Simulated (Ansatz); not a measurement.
# BN: optical spectrum from first principles

What colour and refractive index does BN have at this level of theory? The cell comes from an older database entry, whose edges can differ from later determinations, mostly by under a per cent.

Method: DFT, PBE, plane-wave PAW, default files, scalar-relativistic, independent-particle optical response without local fields, in Ansatz 0.2.0.

Most raw output is cut from this account.

The database entry behind the starting cell has ideal inner coordinates that were not refined, so it need not match the best structure at ambient conditions.

## Step 1: The starting structure

It takes space group P6_3mc (No. 186, hexagonal). The conventional cell has a = 2.536 Å, b = 2.536 Å, c = 4.199 Å, α = 90.00°, β = 90.00°, γ = 120.00°. Nearest to N lie 4 B at 1.56 to 1.57 Å. Nearest to B lie 4 N at 1.56 to 1.57 Å. Farther neighbours and most contacts between anions are not listed.

## Step 2: Ground state and bands

First the ground state: is it a metal or has it a gap?

This step: DFT, PBE, plane-wave PAW, default files, scalar-relativistic, ground state (Ansatz 0.2.0).

The input, input.yaml:

```yaml
crystal:
  lattice:
    - [2.536, 0.0, 0.0]
    - [-1.268, 2.196240424, 0.0]
    - [0.0, 0.0, 4.199]
  atoms:
    - { symbol: "N", position: [0.3333333333, 0.6666666667, 0.875] }
    - { symbol: "N", position: [0.6666666667, 0.3333333333, 0.375] }
    - { symbol: B, position: [0.3333333333, 0.6666666667, 0.5] }
    - { symbol: B, position: [0.6666666667, 0.3333333333, 0.0] }
kpoints:
  mp_grid: { grid: [10, 10, 5] }
  band_path:
    path:
      - [[0.0, 0.0, 0.0], [0.5, 0.0, 0.0], [0.33333333, 0.33333333, 0.0], [0.0, 0.0, 0.0], [0.0, 0.0, 0.5], [0.5, 0.0, 0.5], [0.33333333, 0.33333333, 0.5], [0.0, 0.0, 0.5]]
      - [[0.5, 0.0, 0.5], [0.5, 0.0, 0.0]]
      - [[0.33333333, 0.33333333, 0.0], [0.33333333, 0.33333333, 0.5]]
    npoints: 6
scf:
  occupations: { method: fermi_dirac, width: 0.05 }
  n_extra_bands: 8
hamiltonian:
  xc: pbe
  pseudopotentials: { kind: paw }
output:
  forces: true
  stress: true
  populations: true
  write_bands: true
  write_density: true
  write_potential: true
  elf: true
  volumetric_format: npy
```

Run with:

```console
ansatz run input.yaml --threads 4 --pin off --max-ram 8192MiB --backend cpu --events-out ev --progress --plain --runs-dir out
```

Wall time 0.65 s (4 threads of Intel Xeon Platinum 8488C (Sapphire Rapids), shared host); peak memory 0.44 GiB; 2 s of CPU time.

This step gave:

```
free energy                  : -1084.4707 eV
Fermi energy                 : 14.18 eV
gap by band count            : 5.415 eV
electrons                    : 16
symmetry operations          : 12
pressure                     : 7.975 GPa
gap on the k-mesh            : 5.415 eV
volume                       : 23.39 Å³
gap on the path              : 5.218 eV
least direct gap on the path : 8.361 eV
```

There is a gap, 5.22 eV on the path, so no carriers' term is needed. The cell is left with a pressure of 8.0 GPa and forces up to 0.06 eV/Å, as it stands unrelaxed at this level.

Electronic bands along the path, in eV, zero at the Fermi level; v1 is the highest filled band, c1 the lowest empty one:

```
    point      v4      v3     v2     v1    c1     c2     c3     c4
        Γ   -4.82   -2.93  -2.68  -2.68  5.77   5.77   5.95   7.00
  halfway   -6.52   -6.46  -4.29  -3.84  4.70   6.75   7.52   8.42
        M   -9.63   -7.71  -7.12  -4.82  4.10   5.34   8.04   8.93
  halfway   -9.26   -9.21  -7.30  -6.32  3.74   6.78   9.14  10.54
        K   -9.93   -8.19  -8.13  -8.13  2.54  10.88  10.88  11.31
  halfway   -8.40   -6.34  -4.89  -4.64  5.77   6.35   7.68   9.00
        Γ   -4.82   -2.93  -2.68  -2.68  5.77   5.77   5.95   7.00
  halfway   -4.55   -4.55  -3.06  -3.06  6.21   6.21   6.60   6.98
        A   -3.86   -3.86  -3.86  -3.86  6.93   6.93   7.33   7.33
  halfway   -6.80   -6.80  -5.37  -5.37  5.30   5.30   8.71   8.71
        L   -6.49   -6.49  -6.27  -6.27  3.97   3.97   7.44   7.44
  halfway   -8.47   -8.47  -5.89  -5.89  5.37   5.37   8.38   8.38
        H  -10.50  -10.50  -5.73  -5.73  6.71   6.71   7.57   7.57
  halfway   -7.03   -7.03  -6.18  -6.18  6.25   6.25   8.17   8.17
        A   -3.86   -3.86  -3.86  -3.86  6.93   6.93   7.33   7.33
jump to L   -6.49   -6.49  -6.27  -6.27  3.97   3.97   7.44   7.44
  halfway   -8.20   -7.38  -6.20  -5.38  4.21   4.24   8.42   9.17
        M   -9.63   -7.71  -7.12  -4.82  4.10   5.34   8.04   8.93
jump to K   -9.93   -8.19  -8.13  -8.13  2.54  10.88  10.88  11.31
  halfway  -10.96   -9.02  -6.75  -6.75  4.12   8.31   8.31  10.52
        H  -10.50  -10.50  -5.73  -5.73  6.71   6.71   7.57   7.57
```

Electrostatic potential energy in the ac plane at fractional y = 0.333, with atoms of N and B within 0.2 Å of it. With pseudopotentials it is smooth inside the atoms' cores, unlike the true potential.

Ten even steps from '0' (-51 eV) to '9' (13 eV):
```
8998885200147
9888887422368
9888898766789
9988999988999
9999999999999
9999999999999
9999999999999
9999999999999
9888999999999
9888899876789
8888887432468
9888885200147
9999974000037
9999985100037
9999997421368
9999998755689
9999999888899
9999998766789
9999987422368
9999985200147
8999974100037
```
Atoms in or near the plane, at fractional coordinates: N at (0.67, 0.38), B at (0.67, 0.00).

Valence density in the ac plane at fractional y = 0.333, with atoms of N and B within 0.2 Å of it. It is the smooth field of the valence electrons, not physical close to the nuclei.

Values in e/Å³, 21 rows by 13 columns:
```
0.8 0.8 0.8 0.8 0.8 0.9 0.9 0.7 0.5 0.4 0.6 0.8 0.8
0.9 0.9 1.0 1.0 0.9 0.9 0.8 0.7 0.6 0.6 0.7 0.8 0.8
0.8 0.9 1.0 0.9 0.8 0.7 0.6 0.6 0.5 0.5 0.5 0.6 0.7
0.6 0.7 0.8 0.7 0.7 0.5 0.4 0.4 0.3 0.3 0.4 0.4 0.5
0.4 0.5 0.6 0.5 0.5 0.4 0.3 0.2 0.2 0.2 0.2 0.3 0.3
0.3 0.4 0.4 0.4 0.3 0.3 0.2 0.2 0.2 0.2 0.2 0.2 0.2
0.3 0.3 0.3 0.3 0.3 0.2 0.2 0.2 0.2 0.2 0.2 0.2 0.2
0.3 0.3 0.3 0.3 0.3 0.3 0.3 0.3 0.3 0.3 0.3 0.3 0.3
0.4 0.4 0.3 0.3 0.4 0.4 0.5 0.6 0.6 0.6 0.6 0.5 0.4
0.6 0.5 0.4 0.4 0.5 0.7 0.9 1.1 1.3 1.3 1.2 0.9 0.7
0.7 0.6 0.5 0.5 0.7 1.0 1.5 2.1 2.6 2.6 2.3 1.7 1.1
0.9 0.6 0.5 0.5 0.7 1.2 2.1 3.1 3.6 3.6 3.3 2.4 1.4
0.8 0.5 0.4 0.5 0.7 1.2 2.3 3.4 3.7 3.6 3.6 2.7 1.5
0.7 0.4 0.3 0.4 0.6 1.0 1.9 3.1 3.6 3.7 3.3 2.3 1.3
0.5 0.3 0.2 0.3 0.4 0.7 1.4 2.3 3.1 3.2 2.6 1.7 0.9
0.3 0.2 0.2 0.2 0.3 0.5 0.9 1.5 2.0 2.1 1.7 1.1 0.6
0.3 0.2 0.1 0.2 0.2 0.4 0.7 1.0 1.3 1.4 1.1 0.8 0.5
0.3 0.2 0.2 0.2 0.2 0.4 0.6 0.8 1.0 1.1 0.9 0.6 0.4
0.3 0.3 0.2 0.2 0.3 0.4 0.6 0.7 0.8 0.8 0.7 0.6 0.4
0.5 0.4 0.4 0.4 0.4 0.5 0.6 0.6 0.5 0.5 0.6 0.6 0.6
0.7 0.6 0.6 0.6 0.6 0.7 0.8 0.6 0.4 0.3 0.5 0.7 0.7
```
Atoms in or near the plane, at fractional coordinates: N at (0.67, 0.38), B at (0.67, 0.00).

## Step 3: Spectrum

With the density converged, the vertical transitions are summed over the zone.

This step: DFT, PBE, plane-wave PAW, default files, scalar-relativistic, independent-particle optical response without local fields (Ansatz 0.2.0).

input.yaml, the sections that differ from step 2:

```yaml
kpoints:
  mp_grid: { grid: [10, 10, 5] }
scf:
  occupations: { method: fixed }
output:
  optics:
    e_range: [0, 20]
    de: 0.05
    sigma: 0.1
    nscf_kmesh: { grid: [12, 12, 6] }
    bands: { spectra_wanted_up_to: 20 }
# crystal, hamiltonian: as in step 2
```

Wall time 15 s (4 threads); peak memory 0.75 GiB; 58 s of CPU time.

This step gave:

| Quantity | Value |
| --- | --- |
| electronic dielectric constant ε∞, mean over x, y and z (by symmetry where fewer were run) | 4.708 |
| absorption onset, first axis (α over 10⁴ cm⁻¹, or the direct gap if that lies higher) | 8.508 eV |
| main peak of Im epsilon, first axis | 10.77 eV |
| least direct gap on the mesh | 8.361 eV |
| bands summed | 24 |
| spectra valid up to | 28.23 eV |
| program's estimate of the k-sum error in Im epsilon | 0.04 % |
| electrons in the f-sum | 12.79 |

Table of Im ε by photon energy; read off at these points:

```
photon energy (eV)  E ∥ x or y  E ∥ z
              8.00           0      0
              8.50      0.0598  0.297
              9.00       0.608   2.61
              9.50        1.62   5.30
             10.00        3.79   10.1
             10.50        10.1   14.0
             10.65        16.5   15.6
             10.75        18.6   15.3
             11.00        15.9   14.7
             11.50        12.8   9.87
             11.80        14.3   9.01
             12.00        12.9   8.56
             12.50        9.33   7.51
             13.00        7.73   8.31
             13.50        8.16   9.98
             14.00        8.07   8.23
             14.50        7.26   6.23
             15.00        5.84   5.29
             15.50        4.71   4.38
             16.00        3.79   3.55
             16.50        3.49   3.44
             17.00        2.94   2.32
             17.50        2.49   2.05
             18.00        1.99   1.60
             18.50        2.04   1.52
             19.00        1.78   1.38
             19.50        1.57   1.68
             20.00        1.42   1.57
```

Table of Re ε by photon energy:

```
photon energy (eV)  E ∥ x or y   E ∥ z
               0.0        4.65    4.82
               0.5        4.66    4.83
               1.0        4.67    4.85
               1.5        4.70    4.88
               2.0        4.74    4.93
               2.5         4.8    4.99
               3.0        4.87    5.07
               3.5        4.96    5.17
               4.0        5.06    5.29
               4.5        5.19    5.44
               5.0        5.35    5.63
               5.5        5.54    5.85
               6.0        5.77    6.13
               6.5        6.05    6.49
               7.0        6.42    6.96
               7.5        6.89    7.61
               8.0        7.55    8.60
               8.5        8.64    10.8
               9.0        9.91    12.1
               9.5        12.0    13.8
              10.0        15.3    13.3
              10.5        16.4    9.85
              11.0        4.75    2.21
              11.5        4.15   0.121
              12.0      -0.129   0.475
              12.5       -1.29   0.733
              13.0      -0.543    1.09
              13.5      -0.136  -0.104
              14.0       -1.78   -3.10
              14.5       -2.74   -3.15
              15.0       -2.78   -2.96
              15.5       -3.19   -2.78
              16.0       -2.79   -2.90
              16.5       -2.52   -2.66
              17.0       -2.46   -2.50
              17.5       -2.27   -2.18
              18.0       -1.93   -1.78
              18.5       -1.64   -1.36
              19.0       -1.59   -1.06
              19.5       -1.40  -0.728
              20.0       -1.21  -0.874
```

Refractive index n and extinction k against photon energy:

```
photon energy (eV)  n, E ∥ x or y  k, E ∥ x or y  n, E ∥ z  k, E ∥ z
                 0           2.16              0      2.20         0
                 1           2.16              0      2.20         0
                 2           2.18              0      2.22         0
                 3           2.21              0      2.25         0
                 4           2.25              0      2.30         0
                 5           2.31              0      2.37         0
                 6           2.40              0      2.48         0
                 7           2.53              0      2.64         0
                 8           2.75              0      2.93         0
                 9           3.15         0.0965      3.50     0.373
                10           3.94          0.481      3.87      1.30
                11           3.27           2.44      2.93      2.52
                12           2.53           2.55      2.13      2.01
                13           1.90           2.04      2.18      1.91
                14           1.80           2.24      1.69      2.44
                15           1.36           2.15      1.25      2.12
                16          0.978           1.94     0.918      1.94
                17          0.828           1.77     0.675      1.72
                18          0.648           1.53     0.553      1.44
                19          0.632           1.41     0.582      1.18
                20          0.571           1.24     0.680      1.16
```

The loss function −Im 1/ε at q → 0 has structure finer than the step of the table below, so its rows give means over 0.5 eV, whole bins alone (the curve runs from 0 to 20 eV). Peaks (eV: height): E ∥ z 19.30: 0.563.

Loss function −Im 1/ε at q → 0 against energy loss; means over each step:

```
energy loss (eV)  E ∥ x or y    E ∥ z
             8.0      8.1e-7        0
             8.5     0.00153  0.00460
             9.0     0.00622   0.0170
             9.5      0.0113   0.0252
            10.0      0.0177   0.0383
            10.5      0.0297   0.0507
            11.0      0.0566   0.0676
            11.5      0.0697   0.0994
            12.0      0.0778    0.116
            12.5       0.105    0.129
            13.0       0.127    0.118
            13.5       0.122    0.103
            14.0       0.117    0.108
            14.5       0.121    0.127
            15.0       0.137    0.144
            15.5       0.146    0.159
            16.0       0.171    0.169
            16.5       0.189    0.179
            17.0       0.201    0.200
            17.5       0.221    0.233
            18.0       0.263    0.285
            18.5       0.301    0.368
            19.0       0.315    0.463
            19.5       0.356    0.513
```

Values under 1 per cm are given as 1. Absorption coefficient against photon energy:

```
photon energy (eV)  E ∥ x or y (1/cm)  E ∥ z (1/cm)
             0.000                  1             1
             0.500                  1             1
             1.000                  1             1
             1.500                  1             1
             2.000                  1             1
             2.500                  1             1
             3.000                  1             1
             3.500                  1             1
             4.000                  1             1
             4.500                  1             1
             5.000                  1             1
             5.500                  1             1
             6.000                  1             1
             6.500                  1             1
             7.000                  1             1
             7.500                  1             1
             8.000                  1             1
             8.500               8763         38894
             9.000              88040         3.4e5
             9.500              2.2e5         6.8e5
            10.000              4.9e5         1.3e6
            10.500              1.3e6         2.0e6
            11.000              2.7e6         2.8e6
            11.500              2.5e6         2.6e6
            12.000              3.1e6         2.4e6
            12.500              2.9e6         2.3e6
            13.000              2.7e6         2.5e6
            13.500              2.8e6         3.1e6
            14.000              3.2e6         3.5e6
            14.500              3.4e6         3.3e6
            15.000              3.3e6         3.2e6
            15.500              3.3e6         3.1e6
            16.000              3.1e6         3.1e6
            16.500              3.1e6         3.1e6
            17.000              3.1e6         3.0e6
            17.500              3.0e6         2.9e6
            18.000              2.8e6         2.6e6
            18.500              2.7e6         2.4e6
            19.000              2.7e6         2.3e6
            19.500              2.6e6         2.2e6
            20.000              2.5e6         2.3e6
```

At chosen wavelengths:

```
wavelength (nm)  n xy   k xy  R (%) xy     1/α xy   n z    k z  R (%) z      1/α z
           1550  2.16  0.000      13.5  over 1 mm  2.20  0.000     14.1  over 1 mm
           1064  2.16  0.000      13.5  over 1 mm  2.20  0.000     14.1  over 1 mm
            800  2.17  0.000      13.6  over 1 mm  2.21  0.000     14.2  over 1 mm
            450  2.20  0.000      14.0  over 1 mm  2.24  0.000     14.7  over 1 mm
            405  2.21  0.000      14.2  over 1 mm  2.25  0.000     14.9  over 1 mm
            365  2.22  0.000      14.4  over 1 mm  2.27  0.000     15.1  over 1 mm
            248  2.31  0.000      15.7  over 1 mm  2.37  0.000     16.6  over 1 mm
```

Through 1 µm of it, D65 light comes out colourless, dimmed by reflection (x = 0.313, y = 0.330; 75 % transmitted).

At 1064 nm the birefringence n(z) − n(x) is +0.040: the crystal is uniaxial positive at this level.

The f-sum over the summed bands holds 12.8 of the cell's 16 electrons outside the frozen cores, 4 of which lie in bands more than 12 eV below the Fermi level, whose transitions come at higher energies. Up to 20 eV the strength has a mean oscillator energy of 12.9 eV, close to the main peak.

## Step 4: Static response with local fields

A static field by perturbation theory: the induced potential is included, and the Born charges come with it.

This step: DFT, PBE, plane-wave PAW, default files, scalar-relativistic, static field response by perturbation theory with local fields (Ansatz 0.2.0).

Edit input.yaml of step 3 so:

```diff
@@ -17,8 +17,2 @@
   pseudopotentials: { kind: paw }
-output:
-  optics:
-    e_range: [0, 20]
-    de: 0.05
-    sigma: 0.1
-    nscf_kmesh: { grid: [12, 12, 6] }
-    bands: { spectra_wanted_up_to: 20 }
+dielectric: {}
```

It took 7.8 s on 4 threads; peak memory 0.61 GiB; 28 s of CPU time.

Read-outs, printed or worked out from the files:

- electronic dielectric constant ε∞, mean over x, y and z (by symmetry where fewer were run): 4.604

ε∞ with local fields:

```
4.55 0.00 0.00
0.00 4.55 0.00
0.00 0.00 4.72
```

Diagonal elements. Born, by row:

```
atom  Z*xx (e)  Z*yy (e)  Z*zz (e)
  N1     -1.84     -1.84    -1.942
  N2     -1.84     -1.84    -1.942
  B3      1.84      1.84     1.942
  B4      1.84      1.84     1.942
```

Mean Born charges are N -1.87 and B +1.87, against formal valences of -3 and +3. They fall short of the ionic values, as in covalent bonds.

## Step 5: Results

```
gap on the path                                                                                                                : 5.22 eV
least direct gap on the path                                                                                                   : 8.36 eV
electronic dielectric constant ε∞, mean over x, y and z (by symmetry where fewer were run) (independent particles)             : 4.71
absorption onset, first axis (α over 10⁴ cm⁻¹, or the direct gap if that lies higher)                                          : 8.51 eV
main peak of Im epsilon, first axis                                                                                            : 10.8 eV
electronic dielectric constant ε∞, mean over x, y and z (by symmetry where fewer were run) (static response with local fields) : 4.60
```

**Reading.** At this level (PBE, independent particles) BN has a mean ε∞ = 4.71 (4.60 with local fields) and n = 2.16 at 1550 nm (E ∥ x); absorption sets in near 8.5 eV, and Im ε peaks at 10.8 eV (E ∥ x). The gap is indirect (5.22 eV), so absorption without phonons can begin only at the direct gap of 8.36 eV. The absorption coefficient passes 10⁴ cm⁻¹ at 8.51 eV, in the ultraviolet, so the visible is passed. Distinct maxima of Im ε, read by a parabola through the highest points, lie at 10.77 eV (19), 11.79 eV (14) and 13.80 eV (8.8) for E ∥ x or y. The static values by axis are 4.65 (xy), 4.82 (z). The f-sum over the summed bands holds 12.8 of the cell's 16 electrons outside the frozen cores, 4 of which lie in bands more than 12 eV below the Fermi level, whose transitions come at higher energies. Up to 20 eV the strength has a mean oscillator energy of 12.9 eV, close to the main peak. Through 1 µm of it, D65 light comes out colourless, dimmed by reflection (x = 0.313, y = 0.330; 75 % transmitted). At 1064 nm the birefringence n(z) − n(x) is +0.040: the crystal is uniaxial positive at this level. In the base spectrum excitons and phonon-assisted transitions are missing, and so are local fields; PBE gaps are as a rule too small, which pulls the onset down and ε∞ up. In the base run ε includes the program's bounded estimate of what the bands above those summed add.

[Logs are printed without paths, hosts, clocks, repeated set-up lines and the standing remarks that a program may print on its own settings, such as how far it seeks lower states.]

[Hosts, paths, dates, database ids (printed as entryN), source tags and the programs' standing remarks are cut or masked in the printed files.]
